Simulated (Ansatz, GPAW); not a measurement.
# Se/Ru(0001): simulated STM images, part 3 of 3

Wanted: filled- and empty-state images of Se/Ru(0001), with its work function.

GPAW 26.7.0 and Ansatz 0.2.0; Ansatz plane waves; slab in vacuum with a dipole correction, relaxation (the session's first sound run).

So far, upper work function (eV): step 2 (relaxing the atoms, PBE) 3.75; step 3 (plane waves, PBE) 3.76.

## Step 4: A second plane-wave code

A second program with its own datasets checks the number independently.

This step: Ansatz plane waves; slab in vacuum with a dipole correction (Ansatz 0.2.0).

The input, input.yaml:

```yaml
crystal:
  lattice:
    - [2.7, 0.0, 0.0]
    - [1.35, 2.3382685902, 0.0]
    - [0.0, 0.0, 26.7327092233]
  atoms:
    - { symbol: Ru, position: [0.6666666667, 0.6666666667, 0.3366662138] }
    - { symbol: Ru, position: [0.0, 0.0, 0.4166581063] }
    - { symbol: Ru, position: [0.6666666667, 0.6666666667, 0.4970218725] }
    - { symbol: Ru, position: [0.0, 0.0, 0.5778218586] }
    - { symbol: Se, position: [0.3333333333, 0.3333333333, 0.655548267] }
kpoints:
  mp_grid: { grid: [13, 13, 1] }
hamiltonian:
  xc: pbe
scf:
  occupations: { method: fermi_dirac, width: 0.1 }
efield:
  axis: 3
  dipole_correction: true
  ramp_width: 0.05
output:
  forces: true
  band_densities: [{ e_range: [-0.5, 0] }, { e_range: [0, 0.5] }]
  write_potential: true
  write_density: true
  volumetric_format: npy
```

Run with:

```
ansatz run input.yaml --threads 4 --pin off --max-ram 8192MiB --backend cpu --events-out ev --progress --plain --runs-dir out
```

Numbers of over 12 decimals in the logs are rounded to 6 here.

What it wrote:

```text
[...]
Crystal: 5 atoms, lattice volume = 168.772 Å³
Basis set: ecut = 420 eV, 3347 PW (Γ), exchange–correlation on 40×40×360 points (8 copies of the dense FFT grid, shifted against one another)
Bands: 48, of which v1, the nominal top of the filled ones, is band 40 counted from 1 (39 counted from 0)
Symmetry: 6 space group operations
[...]
k-points: 21 of 169 (time reversal used)
[...]
SCF iter   1: F=—  HF=-28982.542789 eV  |F-HF|=—  |Δ(HF+E_count)|=         —  Δρ=3.00e-2  dr2=3.95e1  ethr=1.77e-3  p=0.088 e·Å  D=9.40e-2 V/Å  ΔV_dip=-2.51 eV  dr2_dipole=1.71e1  V_vac-E_F(+/−)=2.60/5.11 eV  ⟨swp⟩=8.2  Hψ=4413  notcnv=0
[...]
SCF iter   9: F=-28982.010698 eV  HF=-28982.010698 eV  |F-HF|=1.60e-8  |Δ(HF+E_count)|=   1.76e-7  Δρ=4.09e-6  dr2=7.50e-8  ethr=1.25e-10  p=0.045 e·Å  D=4.80e-2 V/Å  ΔV_dip=-1.28 eV  dr2_dipole=2.61e-9  V_vac-E_F(+/−)=3.75/5.03 eV  ⟨swp⟩=14.7  Hψ=8827  notcnv=0
SCF 1 converged in 9 iterations: F = -28982.010698 eV  dr2 = 7.50e-8
[...]
NSCF: frozen V_eff on 7 k-points
efield: sawtooth ramp at fractional position 0.9711 (kept from the solve that this one continues, or follows in the run), width 0.0500; the density the first Hamiltonian is built on has a dipole p = 0.045 e·Å; the dipole correction subtracts the counter field D = 4.80e-2 V/Å, which shifts the + side's vacuum level by -1.28 eV against the − side's; the planar-averaged density in the ramp window peaks in size at 9.9e-6 e/Å³
[...]
SCF converged after 9 iterations
Free energy (F): -28982.010698 eV
[...]
Internal energy: -28981.856213 eV  (E = F + TS)
E sigma→0 (E₀):  -28981.933455 eV
Entropy (-TS):   -0.154485 eV (-30.897 meV/atom)
Fermi energy:    6.571413 eV
Dipole field:    D = 0.048056 V/Å  (p = 0.044821 e·Å, saw-weighted, corrected)
Work function:   Φ+ = 3.7464 eV   Φ− = 5.0311 eV
[...]
--- Forces (eV/Å), atoms counted from 1 ---
  atom   1  Ru    -0.00000000     0.00000000     0.60351354
  atom   2  Ru    -0.00000000     0.00000000    -0.61370026
  atom   3  Ru    -0.00000000     0.00000000     0.00244620
  atom   4  Ru    -0.00000000     0.00000000     0.00641455
  atom   5  Se    -0.00000000     0.00000000     0.00133023
  max |Σ_I F_I| component: 4.26e-6 eV/Å
--- Band table (eV; the first three rows and the last of 21) ---
  k-point 0: bands = [... 36 lower, 4.5825, 5.2793, 5.6709, 5.6709, 6.4916, 6.4916, 7.2509, 7.2509, ... 4 higher]
  k-point 1: bands = [... 36 lower, 4.7214, 5.0388, 5.5495, 5.5869, 6.2726, 6.4309, 6.6412, 7.2442, ... 4 higher]
  k-point 2: bands = [... 36 lower, 4.8053, 5.0168, 5.2299, 5.5605, 5.8020, 6.3202, 6.6945, 7.2105, ... 4 higher]
  k-point 20: bands = [... 36 lower, 4.6521, 5.2971, 5.6618, 6.7849, 7.0795, 7.2037, 7.6785, 7.8679, ... 4 higher]
--- Band densities, each state counted as filled ---
  window                                       electrons  max residual (eV)  cut levels
  e_range: [-0.5, 0]                            2.579882             1.3e-6           0
  e_range: [0, 0.5]                             2.272189             2.9e-6           0
```

It took 4.6 s on 4 threads of Intel Xeon Platinum 8488C (Sapphire Rapids), shared host; peak memory 0.61 GiB.

This step gave:

```
upper work function             : 3.746 eV
lower work function             : 5.031 eV
dipole along the normal         : 0.04482 e·Å
dipole field                    : 0.04806 V/Å
vacuum level below              : 11.60 eV
corrugation e range -0.5 0 4    : 0.05967 Å
decay e range -0.5 0            : 1.284 Å⁻¹
apparent barrier e range -0.5 0 : 6.282 eV, hbar² kappa² / 2m (holds the in-plane momentum too)
corrugation e range 0 0.5 4     : 0.05133 Å
decay e range 0 0.5             : 1.104 Å⁻¹
apparent barrier e range 0 0.5  : 4.648 eV, hbar² kappa² / 2m (holds the in-plane momentum too)
```

The electrostatic potential energy of an electron (with the applied field's), less the Fermi level, planar mean oscillates, so the rows of the table below give means over windows of 2.08 Å about each position, cut where the curve ends. Its maxima inside the range that stand out by 2 % of the span (Å: eV): 10.1: -1.86, 12.2: -1.96, 14.4: -1.77, 16.5: -3.17. Its minima: 9.1: -28.3, 11.1: -28.9, 13.2: -28.5, 15.4: -28.8, 17.5: -10.4.

The electrostatic potential energy of an electron (with the applied field's), less the Fermi level, planar mean by z; means over each step:

| z (Å) | electrostatic potential energy of an electron (with the applied field's), less the Fermi level, planar mean (eV) |
| --- | --- |
| 1.04 | 4.96 |
| 3.12 | 5.03 |
| 5.20 | 5.02 |
| 7.28 | 2.75 |
| 9.36 | -14.7 |
| 11.44 | -15.1 |
| 13.52 | -15.1 |
| 15.60 | -15.5 |
| 17.68 | -7.03 |
| 19.76 | 3.41 |
| 21.84 | 3.75 |
| 23.92 | 3.75 |
| 26.00 | 3.86 |

The valence density, planar mean oscillates, so the rows of the table below give means over windows of 2.08 Å about each position, cut where the curve ends. Its maxima inside the range that stand out by 2 % of the span (Å: e/Å³): 9.1: 2.19, 11.1: 2.22, 13.2: 2.19, 15.4: 2.22, 17.5: 3.08. Its minima: 10.1: 0.376, 12.2: 0.369, 14.4: 0.363, 16.5: 0.375.

Table of valence density, planar mean by z; means over each step:

| z (Å) | valence density, planar mean (e/Å³) |
| --- | --- |
| 3.12 | 0 |
| 5.20 | 4.0e-4 |
| 7.28 | 0.0943 |
| 9.36 | 1.20 |
| 11.44 | 1.20 |
| 13.52 | 1.20 |
| 15.60 | 1.21 |
| 17.68 | 1.17 |
| 19.76 | 0.0176 |
| 21.84 | 3.1e-5 |

E_range_-0.5_0. Table of planar mean of the window's density by height over the top atom:

height over the top atom (Å), log10 planar mean of the window's density (e/Å³) and a bar from the least value:
```
     1.50       -2.6 ##############################
     1.70       -2.8 #############################
     1.90       -3.0 ############################
     2.10       -3.2 ###########################
     2.30       -3.5 ##########################
     2.70       -3.9 ########################
     2.90       -4.1 #######################
     3.10       -4.4 ######################
     3.30       -4.6 #####################
     3.50       -4.8 ####################
     3.70       -5.0 ###################
     3.90       -5.3 ##################
     4.10       -5.5 #################
     4.30       -5.7 ################
     4.50       -5.9 ###############
     4.90       -6.4 ##############
     5.10       -6.6 #############
     5.30       -6.8 ############
     5.50       -7.0 ###########
     5.70       -7.2 ##########
     5.90       -7.5 #########
     6.10       -7.7 ########
     6.30       -7.9 #######
     6.50       -8.1 ######
     6.70       -8.3 #####
     7.10       -8.7 ###
     7.30       -8.9 ###
     7.50       -9.1 ##
     7.70       -9.3 #
     7.90       -9.5
```

Density over a1 and a2. Constant height 4 Å over the top atom, window e_range_-0.5_0.

Values in units of 1e-6 e/Å³, 12 rows by 16 columns, each cell a mean:
```
4.6 4.6 4.6 4.5 4.4 4.3 4.2 4.2 4.1 4.1 4.2 4.2 4.3 4.4 4.5 4.6
4.6 4.6 4.6 4.5 4.4 4.3 4.2 4.2 4.1 4.1 4.1 4.1 4.2 4.3 4.4 4.5
4.5 4.5 4.5 4.5 4.4 4.3 4.2 4.2 4.1 4.0 4.0 4.0 4.1 4.2 4.3 4.4
4.3 4.4 4.4 4.4 4.4 4.3 4.2 4.2 4.1 4.0 4.0 4.0 4.0 4.1 4.2 4.3
4.3 4.3 4.4 4.4 4.4 4.3 4.3 4.2 4.1 4.1 4.0 4.0 4.0 4.1 4.1 4.2
4.2 4.3 4.3 4.3 4.3 4.3 4.3 4.2 4.2 4.1 4.1 4.1 4.1 4.1 4.1 4.2
4.2 4.3 4.3 4.3 4.3 4.3 4.3 4.3 4.2 4.2 4.2 4.2 4.2 4.2 4.2 4.2
4.3 4.3 4.3 4.3 4.3 4.3 4.3 4.3 4.3 4.3 4.3 4.3 4.3 4.3 4.3 4.3
4.4 4.4 4.4 4.3 4.3 4.3 4.3 4.3 4.3 4.3 4.4 4.4 4.4 4.4 4.4 4.4
4.5 4.5 4.4 4.4 4.3 4.3 4.3 4.3 4.3 4.3 4.4 4.4 4.5 4.5 4.5 4.5
4.6 4.6 4.5 4.4 4.4 4.3 4.3 4.3 4.3 4.3 4.4 4.4 4.5 4.5 4.6 4.6
4.6 4.6 4.6 4.5 4.4 4.3 4.3 4.2 4.2 4.2 4.3 4.4 4.5 4.5 4.6 4.6
```
Columns: a1 from 0 to 0.95; rows upwards: a2 from 0 to 0.95.

Tip height over the top atom over a1 and a2. Constant current at the density 4.310e-06 e/Å^3, window e_range_-0.5_0.

Ten even steps from '_' (3.969 Å) to '@' (4.029 Å):
```
@@@@@@%%%%##++==----::::----==++##%%%%@@
@@@@@@%%%%##**==--::::::::::--==**##%%%%
%%%%%%%%%%##**==--::........::--==**##%%
##%%%%%%####**==--::....__....::--==**##
**########**++==--::..________..::--==++
++**######**++==--::..__________..::--==
==++********++==--::....________....::--
====++++**++++====--::..__________..::--
--==++++++++++++==--::::....____....::::
--====++++++++++====--::::..........::::
--======++++++++======----::::::::::::--
==========++++++==========--------------
====++++++++++++++++++++================
++++++++++++++++++++++++++++++++******++
******++++++++++++++++++++******########
######****++++++==++++++****######%%%%%%
%%%%####**++++++====++++++**####%%%%%%%%
@@%%%%####**++++======++++**####%%%%@@@@
@@@@%%%%##**++============++**##%%%%@@@@
@@@@@@%%##**++====------====++**##%%@@@@
```
Columns: a1 from 0 to 0.95; rows upwards: a2 from 0 to 0.95.

E_range_0_0.5. Planar mean of the window's density against height over the top atom:

| height over the top atom (Å) | planar mean of the window's density (e/Å³) |
| --- | --- |
| 1.50 | 0.00236 |
| 1.90 | 9.0e-4 |
| 2.10 | 5.6e-4 |
| 2.50 | 2.2e-4 |
| 2.70 | 1.4e-4 |
| 3.10 | 5.5e-5 |
| 3.30 | 3.5e-5 |
| 3.70 | 1.4e-5 |
| 3.90 | 9.3e-6 |
| 4.30 | 3.8e-6 |
| 4.50 | 2.5e-6 |
| 4.90 | 1.0e-6 |
| 5.10 | 6.7e-7 |
| 5.50 | 2.8e-7 |
| 5.70 | 1.8e-7 |
| 6.10 | 7.8e-8 |
| 6.30 | 5.1e-8 |
| 6.70 | 2.1e-8 |
| 6.90 | 1.4e-8 |
| 7.30 | 5.7e-9 |
| 7.50 | 3.6e-9 |
| 7.90 | 1.4e-9 |

Density over a1 and a2. Constant height 4 Å over the top atom, window e_range_0_0.5.

Values in units of 1e-6 e/Å³, 12 rows by 16 columns, each cell a mean:
```
7.7 7.7 7.7 7.6 7.5 7.4 7.3 7.2 7.2 7.2 7.2 7.3 7.4 7.5 7.6 7.7
7.7 7.7 7.7 7.6 7.5 7.4 7.3 7.2 7.1 7.1 7.1 7.2 7.3 7.4 7.5 7.6
7.6 7.6 7.6 7.6 7.5 7.4 7.3 7.2 7.1 7.0 7.0 7.0 7.1 7.2 7.3 7.5
7.5 7.5 7.6 7.6 7.5 7.4 7.3 7.2 7.1 7.0 6.9 6.9 7.0 7.1 7.2 7.3
7.4 7.5 7.5 7.6 7.5 7.5 7.4 7.3 7.1 7.1 7.0 7.0 7.0 7.0 7.1 7.2
7.3 7.4 7.5 7.6 7.6 7.5 7.5 7.4 7.3 7.2 7.1 7.0 7.0 7.1 7.1 7.2
7.3 7.4 7.5 7.5 7.6 7.6 7.5 7.5 7.4 7.3 7.3 7.2 7.2 7.2 7.2 7.3
7.4 7.5 7.5 7.5 7.6 7.6 7.6 7.6 7.5 7.5 7.4 7.4 7.3 7.3 7.3 7.4
7.5 7.5 7.5 7.6 7.6 7.6 7.6 7.6 7.6 7.5 7.5 7.5 7.5 7.5 7.5 7.5
7.6 7.6 7.6 7.6 7.6 7.5 7.5 7.5 7.5 7.6 7.6 7.6 7.6 7.6 7.6 7.6
7.7 7.7 7.6 7.6 7.5 7.5 7.5 7.5 7.5 7.5 7.5 7.6 7.6 7.7 7.7 7.7
7.7 7.7 7.7 7.6 7.5 7.5 7.4 7.4 7.3 7.4 7.4 7.5 7.6 7.6 7.7 7.7
```
Columns: a1 from 0 to 0.95; rows upwards: a2 from 0 to 0.95.

Tip height over the top atom over a1 and a2. Constant current at the density 7.422e-06 e/Å^3, window e_range_0_0.5.

Ten even steps from '0' (3.968 Å) to '9' (4.019 Å):
```
99998765443344567899
99998765433233456789
99998765432112345678
88988765321101123567
78888765421000012456
67888765431000001345
67788776432100001234
56778776543100000134
56777777653211001123
45677877654332111233
55677887765543322334
56677888776654443444
66777888877766555555
67777888887777666666
77777888888777777777
88888777777788888888
98888777777778888999
99988777666777889999
99988776655667788999
99998766554556678999
```
Columns: a1 from 0 to 0.95; rows upwards: a2 from 0 to 0.95.

Force by atom:

| atom | x (eV/Å) | y (eV/Å) | z (eV/Å) | size |
| --- | --- | --- | --- | --- |
| Ru1 | 0.000 | 0.000 | 0.604 | 0.604 |
| Ru2 | 0.000 | 0.000 | -0.614 | 0.614 |
| Ru3 | 0.000 | 0.000 | 0.002 | 0.002 |
| Ru4 | 0.000 | 0.000 | 0.006 | 0.006 |
| Se5 | 0.000 | 0.000 | 0.001 | 0.001 |

The upper face's work function is 3.746 eV, against 3.760 eV in the first plane-wave PBE run at this geometry.

## Step 5: Side by side

Results and costs are gathered.

This step: comparison of work functions, dipole and cost (GPAW 26.7.0).

Ladder, by row:

| step | code | work function, upper (eV) | work function, lower (eV) | dipole (e Å) | wall time (s) | peak memory (GiB) | threads |
| --- | --- | --- | --- | --- | --- | --- | --- |
| pw | GPAW | 3.76 | 5.013 | 0.04404 | 275.4 | 0.58 | 1 |
| ansatz | Ansatz | 3.746 | 5.031 | 0.04482 | 4.6 | 0.615 | 4 |

## Step 6: Results

```json
{
 "work function, upper and lower face": "3.760 and 5.013 eV",
 "dipole along the normal": "0.0440 e Å",
 "corrugation at -0.5 V": "0.0707 Å",
 "corrugation at 0.5 V": "0.0613 Å as printed, 0.048 Å or less without short-wave noise"
}
```

What this shows: At 0.5 V GPAW's map carries short-wave noise, which can't be real at this height: without waves under 1.5 Å it spans 0.048 Å against 0.061 Å printed. The reading below uses the filtered value, which may still be too high. The corrugation at constant current is largest at -0.5 V, where the tip height varies by 0.071 Å over the cell. Negative sample bias images filled states, positive bias empty ones. The two faces differ by 1.3 eV, the step that the slab's dipole makes (e p/(ε0 A) gives 1.3 eV), so the dipole layer is needed. The two plane-wave codes differ by 0.013 eV on the upper face. The images are of Tersoff-Hamann type: an s-wave tip, no tip-sample forces, heights closer than in a microscope. Ansatz gives corrugations of 0.060 Å at -0.5 V (GPAW 0.071) and 0.051 Å at 0.5 V (GPAW 0.048). GPAW's time includes a further run over the whole zone for the images, so the two times are not like for like. The cell of 6.31 Å² holds one Se, started on one chosen site; other sites and coverages weren't tried. The in-plane lattice was kept as typed, which isn't the functional's own and leaves some strain; spin-orbit coupling and temperature are left out.

[Logs are printed without paths, hosts, clocks, repeated set-up lines and the standing remarks that a program may print on its own settings, such as how far it seeks lower states.]

[Hosts, paths, dates, database ids (printed as entryN), source tags and the programs' standing remarks are cut or masked in the printed files.]
